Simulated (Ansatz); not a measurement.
**Lattice dynamics of CSO (R3m)**

Wanted: vibrations and spectra of CSO (R3m); the cell is already relaxed. After the zone centre comes a 3×3×3 q mesh on a 6×6×6 k mesh.

Method: DFT PBEsol, scalar-relativistic, plane waves, norm-conserving pseudopotentials, in Ansatz 0.2.0.

## 1. The structure

The structure is trigonal, space group R3m (No. 160). Conventional cell: a = 6.501 Å, b = 6.501 Å, c = 5.971 Å, α = 90.00°, β = 90.00°, γ = 120.00°. C has 1 O at 1.17 Å and 1 S at 1.56 Å nearest. Nearest to S lie 1 C at 1.56 Å. Nearest to O lie 1 C at 1.17 Å. Farther neighbours and most contacts between anions are not listed.

## 2. Modes at Γ

The cell comes from relaxations at this level that are not shown. The zone centre comes first: it holds the modes that light can see, as far as symmetry allows. The response to a homogeneous field gives the Born charges and the dielectric tensor, and its change with displacement the Raman tensors.

Contents of input.yaml:

```yaml
crystal:
  lattice:
    - [3.2503237501, 1.8765752921, 1.9904917019]
    - [-3.2503237501, 1.8765752921, 1.9904917019]
    - [0.0, -3.7531505841, 1.990491702]
  atoms:
    - { symbol: C, position: [0.7988444809, 0.7988444809, 0.7988444809] }
    - { symbol: S, position: [0.5372426943, 0.5372426943, 0.5372426943] }
    - { symbol: O, position: [0.9941128248, 0.9941128248, 0.9941128248] }
kpoints:
  mp_grid: { grid: [6, 6, 6] }
hamiltonian:
  xc: pbesol
  pseudopotentials: { kind: nc }
scf:
  occupations: { method: fixed }
output:
  eigenvalues: true
phonons:
  method: dfpt
  dielectric: true
  rigid_motions: translations
  raman: true
```

Command:

```sh
> ansatz run input.yaml --threads 4 --pin off --max-ram 7168MiB --backend cpu --events-out ev --progress --plain --runs-dir out
```

Numbers of over 12 decimals in the logs are rounded to 6 here.

What it wrote:

```text
Engine: ansatz 0.2.0, aarch64-unknown-linux-gnu
Pseudopotentials: kind: nc
Pseudopotential: C, nc, valence charge 4, recommended cutoff 1115.666836 eV (normal), C.nc.azcp (PseudoDojo's, or run here from an input of PseudoDojo's: the run reads no file of this project's for it)
Pseudopotential: S, nc, valence charge 6, recommended cutoff 707.496042 eV (normal), S.nc.azcp (PseudoDojo's, or run here from an input of PseudoDojo's: the run reads no file of this project's for it)
Pseudopotential: O, nc, valence charge 6, recommended cutoff 1142.878222 eV (normal), O.nc.azcp (PseudoDojo's, or run here from an input of PseudoDojo's: the run reads no file of this project's for it)
Functional definition: PBEsol
  exchange = pbesol_x
  correlation = pbesol_c
Crystal: 3 atoms, lattice volume = 72.846 Å³
Basis set: ecut = 1142.878222 eV, 6407 PW (Γ), exchange–correlation on 96×96×96 points (8 copies of the dense FFT grid, shifted against one another)
Bands: 12, of which v1, the nominal top of the filled ones, is band 8 counted from 1 (7 counted from 0)
Symmetry: 6 space group operations
k-points: 68 of 216 (irreducible under 2 space group operations, time reversal used)
Non-local potential: C, projectors of the file, l = 0: 2, l = 1: 2
Non-local potential: S, projectors of the file, l = 0: 2, l = 1: 2, l = 2: 2
Non-local potential: O, projectors of the file, l = 0: 2, l = 1: 2, l = 2: 1
Initial density: superposition of atomic densities (chi_scale 0.1, normalization cell, long waves kept (reshape's long-wave potential 0.09 eV rms))
Initial wavefunctions: pseudopotential atomic-orbital guess
Functional: x = pbesol(κ = 0.804, μ = 0.123457), c = pbesol(β = 0.046)
SCF iter   1: F=—  HF=-911.858526 eV  |F-HF|=—  |Δ(HF+E_count)|=         —  Δρ=6.19e-2  dr2=2.54e0  ethr=3.10e-3  ⟨swp⟩=5.5  Hψ=5623  notcnv=0  defer=81
preconditioner: auto → none  [insulator: Δε(μ)=5.182 eV  Ē_g=11.653 eV  n_scr=12 (ndim 8)  ℏωp=16.3 eV  f_vac=0.086  ε∞_Penn≈3.0]
SCF iter   2: F=—  HF=-911.103272 eV  |F-HF|=—  |Δ(HF+E_count)|=   7.55e-1  Δρ=3.45e-2  dr2=6.83e-1  ethr=3.10e-3  ⟨swp⟩=4.3  Hψ=2567  notcnv=0  defer=101
SCF iter   3: F=—  HF=-910.987965 eV  |F-HF|=—  |Δ(HF+E_count)|=   1.15e-1  Δρ=2.13e-2  dr2=2.22e-1  ethr=3.10e-3  ⟨swp⟩=2.9  Hψ=2154  notcnv=0  defer=131
SCF iter   4: F=—  HF=-910.943303 eV  |F-HF|=—  |Δ(HF+E_count)|=   4.47e-2  Δρ=7.85e-3  dr2=2.74e-2  ethr=1.39e-3  ⟨swp⟩=2.0  Hψ=1070  notcnv=0  defer=120
SCF iter   5: F=—  HF=-910.938663 eV  |F-HF|=—  |Δ(HF+E_count)|=   4.64e-3  Δρ=3.16e-3  dr2=6.62e-3  ethr=1.71e-4  ⟨swp⟩=4.0  Hψ=1650  notcnv=0  defer=136
SCF iter   6: F=—  HF=-910.937235 eV  |F-HF|=—  |Δ(HF+E_count)|=   1.43e-3  Δρ=5.83e-4  dr2=1.45e-4  ethr=4.14e-5  ⟨swp⟩=3.0  Hψ=1107  notcnv=0  defer=136
SCF iter   7: F=—  HF=-910.937228 eV  |F-HF|=—  |Δ(HF+E_count)|=   7.01e-6  Δρ=1.32e-4  dr2=4.14e-6  ethr=9.09e-7  ⟨swp⟩=2.1  Hψ=1485  notcnv=0  defer=136
SCF iter   8: F=—  HF=-910.937229 eV  |F-HF|=—  |Δ(HF+E_count)|=   1.49e-6  Δρ=2.03e-5  dr2=1.72e-7  ethr=2.59e-8  ⟨swp⟩=2.4  Hψ=1369  notcnv=0  defer=118
SCF iter   9: F=—  HF=-910.937291 eV  |F-HF|=—  |Δ(HF+E_count)|=   6.18e-5  Δρ=5.44e-6  dr2=1.39e-8  ethr=1.07e-9  ⟨swp⟩=2.8  Hψ=1435  notcnv=0  defer=52
SCF iter  10: F=—  HF=-910.937291 eV  |F-HF|=—  |Δ(HF+E_count)|=  4.41e-10  Δρ=1.46e-6  dr2=1.23e-9  ethr=8.69e-11  ⟨swp⟩=2.8  Hψ=1461  notcnv=0  defer=52
SCF iter  11: F=-910.937291 eV  HF=-910.937291 eV  |F-HF|=6.61e-11  |Δ(HF+E_count)|=  3.92e-10  Δρ=4.38e-7  dr2=9.21e-11  ethr=1.00e-12  ⟨swp⟩=10.0  Hψ=7741  notcnv=0
SCF 1 converged in 11 iterations: F = -910.937291 eV  dr2 = 9.21e-11
NSCF: frozen V_eff on 2 k-points
DFPT response loops at Γ: preconditioner auto → none (the input reference at scf.mixing.eps_inf says where Resta's filter doesn't serve); β = 0.50; Broyden in place of MSR1
── the response to a field inside a basis, on 6×6×6 k-points: an SCF that follows is theirs, and a resumed run solves both again ──
Bands: 9, of which v1, the nominal top of the filled ones, is band 8 counted from 1 (7 counted from 0)
k-points: 28 of 216 (time reversal used)
Initial density: handed on by an earlier stage of this run
Initial wavefunctions: pseudopotential atomic-orbital guess (no wavefunctions were taken with the density)
Eigensolver: Dense (28 Hₖ)
SCF iter   1: F=—  HF=-910.935394 eV  |F-HF|=—  |Δ(HF+E_count)|=         —  Δρ=4.95e-5  dr2=1.90e-7  ethr=1.00e-1
preconditioner: auto → none  [insulator: Δε(μ)=4.872 eV  Ē_g=9.885 eV  n_scr=12 (ndim 8)  ℏωp=16.3 eV  f_vac=0.168  ε∞_Penn≈3.7]
SCF iter   2: F=—  HF=-910.935394 eV  |F-HF|=—  |Δ(HF+E_count)|=   7.44e-7  Δρ=2.49e-5  dr2=5.02e-8  ethr=1.18e-9
SCF iter   3: F=—  HF=-910.935395 eV  |F-HF|=—  |Δ(HF+E_count)|=   2.74e-7  Δρ=1.03e-5  dr2=7.28e-8  ethr=3.14e-10
SCF iter   4: F=—  HF=-910.935395 eV  |F-HF|=—  |Δ(HF+E_count)|=   1.48e-8  Δρ=7.92e-7  dr2=3.49e-10  ethr=3.14e-10
SCF iter   5: F=-910.935395 eV  HF=-910.935395 eV  |F-HF|=7.62e-12  |Δ(HF+E_count)|=  7.16e-12  Δρ=3.10e-7  dr2=5.29e-11  ethr=2.18e-12
SCF 1 converged in 5 iterations: F = -910.935395 eV  dr2 = 5.29e-11
DFPT response loops at Γ: mixed as the last ones told, above
DFPT response loops at Γ: mixed as the last ones told, above
DFPT response loops at Γ: mixed as the last ones told, above
SCF converged after 11 iterations
Free energy (F): -910.937291 eV
Harris-Foulkes:  -910.937291 eV  (|F-HF|=6.61e-11)
Internal energy: -910.937291 eV  (E = F + TS)
E sigma→0 (E₀):  -910.937291 eV
Fermi energy:    -1.465511 eV
--- Per-component energies (eV) ---
  E_band       = -132.909997
  E_kinetic    = 509.857624
  E_local      = -1035.450541  (includes V_loc(G=0)·N_el)
  E_nonlocal   = -33.825432
  E_hartree    = 346.418806
  E_xc         = -251.255051
  E_vxc        = -266.329297  (∫ρ·V_xc dr)
  E_ewald      = -446.682696
  E_smearing   = -0.000000  (= −TS)
  E_closure    = -0.000000  (closes the sum)
  Σ components = -910.937291   (vs F -910.937291, Δ=0.00e0)
--- Band table (eV; the first three rows and the last of 68) ---
  k-point 0: bands = [... 4 lower, -5.7405, -5.5241, -1.6067, -1.6067, 3.4272, 3.4272, 4.1439, 7.0773]
  k-point 1: bands = [... 4 lower, -5.7440, -5.6237, -1.7021, -1.5720, 3.4658, 3.5376, 4.6260, 7.0621]
  k-point 2: bands = [... 4 lower, -5.7704, -5.7510, -1.8772, -1.5015, 3.5439, 3.8603, 5.6845, 7.0410]
  k-point 67: bands = [... 4 lower, -6.0910, -6.0618, -2.0248, -2.0248, 4.2518, 4.2518, 6.0679, 8.1363]
--- Phonons (Γ-DFPT): 6 representative perturbations + reference, on 68 of 216 k-points (Σ response iterations 18) ---
  k mesh reduced under 2 symmetry operations, with k and −k counted as one. Each operation leaves every solved perturbation unchanged. A smaller set is not considered because the run solves the response to a homogeneous field
  ASR residual: 7.377e-4 → 0.000e0 eV/Å²; symmetrization residual: 1.691e-6 eV/Å²
  ASR residual per site (eV/Å²): 3.94e-4 2.49e-4 7.38e-4
  Γ frequencies (cm⁻¹): 0.00 0.00 0.00 64.81 64.81 506.55 506.55 873.27 2035.34
  ε∞ (high-frequency dielectric tensor):
        1.932692     0.000000    -0.000000
        0.000000     1.932692     0.000000
       -0.000000     0.000000     2.929469
  ε⁰ (static dielectric tensor: ions relaxed, cell fixed):
        2.105165    -0.000000    -0.000000
       -0.000000     2.105165     0.000000
       -0.000000     0.000000     3.141958
  ε⁰ − ε∞ (ionic part):
        0.172473    -0.000000    -0.000000
       -0.000000     0.172473     0.000000
       -0.000000     0.000000     0.212489
  softest optical mode at Γ: 64.81 cm⁻¹; the repairs (sum rule, projections) moved no ω² at Γ by more than (3.59 cm⁻¹)²
  Born effective charges Z* (e; rows j = field, columns β = displacement):
    site 0:
         0.13348    0.00000   -0.00000
         0.00000    0.13348    0.00000
        -0.00000    0.00000    3.30951
    site 1:
         0.04862    0.00000    0.00000
         0.00000    0.04862   -0.00000
         0.00000   -0.00000   -0.97606
    site 2:
        -0.18210   -0.00000    0.00000
        -0.00000   -0.18210   -0.00000
         0.00000   -0.00000   -2.33346
  Z* charge neutrality: 4.271e-5 e pre-enforcement
  k-mesh period / interband length: 25.5 Å / 1.07 Å = 23.85 at k = (0.0000, 0.0000, 0.0000), direct gap 5.034 eV — 14 or more, which is no proof of convergence
  Raman tensors (in the event stream and the table raman_tensors.tsv): an entry may err by 4.7e-3 Å², one of the second-order susceptibility by 8.7e-4 pm/V (basis, points and sum rule); their sum over the sites missed zero by 1.787e-4 Å² ahead of its enforcement
  optical modes at Γ without the LO–TO term, one row a degenerate level:
      ω (cm⁻¹)  modes    IR ((D/Å)²/amu)  static Raman (Å⁴/amu)  depolarisation
         64.81      2             0.0475                24.7684           0.750
        506.55      2             0.1200                 8.0078           0.750
        873.27      1             0.1103               127.9042           0.083
       2035.34      1            29.4654                78.2339           0.737
  optical modes at Γ + LO–TO along q̂ = [1.0000, 0.0000, 0.0000]:
      ω (cm⁻¹)  modes    IR ((D/Å)²/amu)  static Raman (Å⁴/amu)  depolarisation
         64.81      1             0.0238                12.3842           0.750
         67.52      1             0.0236                12.7597           0.750
        506.55      1             0.0600                 4.0039           0.750
        507.44      1             0.0601                 3.7651           0.750
        873.27      1             0.1103               127.9042           0.083
       2035.34      1            29.4654                78.2339           0.737
  optical modes at Γ + LO–TO along q̂ = [0.0000, 1.0000, 0.0000]:
      ω (cm⁻¹)  modes    IR ((D/Å)²/amu)  static Raman (Å⁴/amu)  depolarisation
         64.81      1             0.0238                12.3842           0.750
         67.52      1             0.0236                12.7597           0.750
        506.55      1             0.0600                 4.0039           0.750
        507.44      1             0.0601                 3.7651           0.750
        873.27      1             0.1103               127.9042           0.083
       2035.34      1            29.4654                78.2339           0.737
  optical modes at Γ + LO–TO along q̂ = [0.0000, 0.0000, 1.0000]:
      ω (cm⁻¹)  modes    IR ((D/Å)²/amu)  static Raman (Å⁴/amu)  depolarisation
         64.81      2             0.0475                24.7684           0.750
        506.55      2             0.1200                 8.0078           0.750
        873.85      1             0.0933               127.1237           0.086
       2106.47      1            29.4823                74.1920           0.671
```

Elapsed: 2.9 min, on 4 threads of Arm Neoverse V1, shared host; peak memory 1.5 GiB; 11 min of CPU time.

Numbers from this step:

* gap on the k-mesh: 4.863 eV
* volume per atom: 24.28 Å³
* sum-rule residual before enforcement: 7.38e-4 eV/Å²
* miss of the charge sum rule: 4.27e-5 e
* point group: 3m
* highest optical mode at the zone centre (no LO-TO term): 2035 cm⁻¹
* lowest optical zone-centre mode: 64.81 cm⁻¹
* mean high-frequency dielectric constant: 2.265
* largest Born charge (third of the trace): 1.192 e
* mean static dielectric constant: 2.451
* top of the zone-centre spectrum with the field: 2106 cm⁻¹

Without the LO-TO term. Patterns of degenerate modes are one choice out of their space. The modes at Γ (shares of kinetic energy by element, %):

```csv
mode,frequency (cm⁻¹),symmetry,C %,S %,O %
1,0.0,acoustic,20,53,27
2,0.0,acoustic,20,53,27
3,0.0,acoustic,20,53,27
4,64.8,E,4,41,55
5,64.8,E,4,41,55
6,506.6,E,76,6,18
7,506.6,E,76,6,18
8,873.3,A1,12,45,42
9,2035.3,A1,68,1,31
```

Displacements in mode 4 (64.8 cm⁻¹), the largest set to 1:
```
C1  -0.12  0.29  0.00
S2   0.26 -0.61  0.00
O3  -0.42  1.00  0.00
```

Displacements in mode 7 (506.6 cm⁻¹), the largest set to 1:
```
C1  -0.02  1.00  0.00
S2   0.00 -0.16  0.00
O3   0.01 -0.42  0.00
```

Optical modes at the zone centre, without and with the macroscopic field of the longitudinal modes; each column is sorted by frequency, so a row need not hold one and the same mode. Modes with and without the field, by row:

```csv
rank among optical modes,no field (cm⁻¹),"q along (1, 0, 0) (cm⁻¹)","q along (0, 0, 1) (cm⁻¹)"
1,64.8,64.8,64.8
2,64.8,67.5,64.8
3,506.6,506.6,506.6
4,506.6,507.4,506.6
5,873.3,873.3,873.9
6,2035,2035,2106
```

Born charge (rows field, columns displacement) (e), principal values of the symmetric part by kind of site:

```csv
atom,atoms with these values,low,middle,high,mean
C1,1,0.13,0.13,3.31,1.19
S2,1,-0.98,0.05,0.05,-0.29
O3,1,-2.33,-0.18,-0.18,-0.90
```

In full for C1:

```
0.13 0.00 0.00
0.00 0.13 0.00
0.00 0.00 3.31
```

High-frequency dielectric tensor:

```
1.93 0.00 0.00
0.00 1.93 0.00
0.00 0.00 2.93
```

Static dielectric tensor (ions relaxed, fixed cell):

```
2.11 0.00 0.00
0.00 2.11 0.00
0.00 0.00 3.14
```

Transverse modes. Lines of the infrared spectrum (strongest = 100):

```csv
position (cm⁻¹),label,relative intensity
65,E,0.2
506,E,0.4
873,A1,0.4
2035,A1,100
```

Activity x (w_L - w)^4 (n + 1)/w, 532 nm, 300 K; modes without the macroscopic field alone. Raman lines, with heights relative to the strongest:

```csv
position (cm⁻¹),label,relative intensity
65,E,100
506,E,1.1
873,A1,8.7
2035,A1,1.7
```

Static second-order susceptibility (pm/V), twice the coefficient d of second-harmonic generation. Second order susceptibility, by row:

```csv
field along,xx,yy,zz,yz,xz,xy
x,0,0,0,0,2.27,-0.56
y,-0.56,0.56,0,2.27,0,0
z,2.27,2.27,0.78,0,0,0
```

Before it was imposed, the acoustic sum rule was missed by 7.4e-4 eV/Å² and the charge sum rule by 4.3e-5 e. Small misses are needed for a sound result but don't prove that mesh and cutoff are converged. The lowest optical mode is real, 64.8 cm⁻¹.

(Continued in part 2 of 2.)

[Logs are printed without paths, hosts, clocks, repeated set-up lines and the standing remarks that a program may print on its own settings, such as how far it seeks lower states.]

[Hosts, paths, dates, database ids (printed as entryN), source tags and the programs' standing remarks are cut or masked in the printed files.]
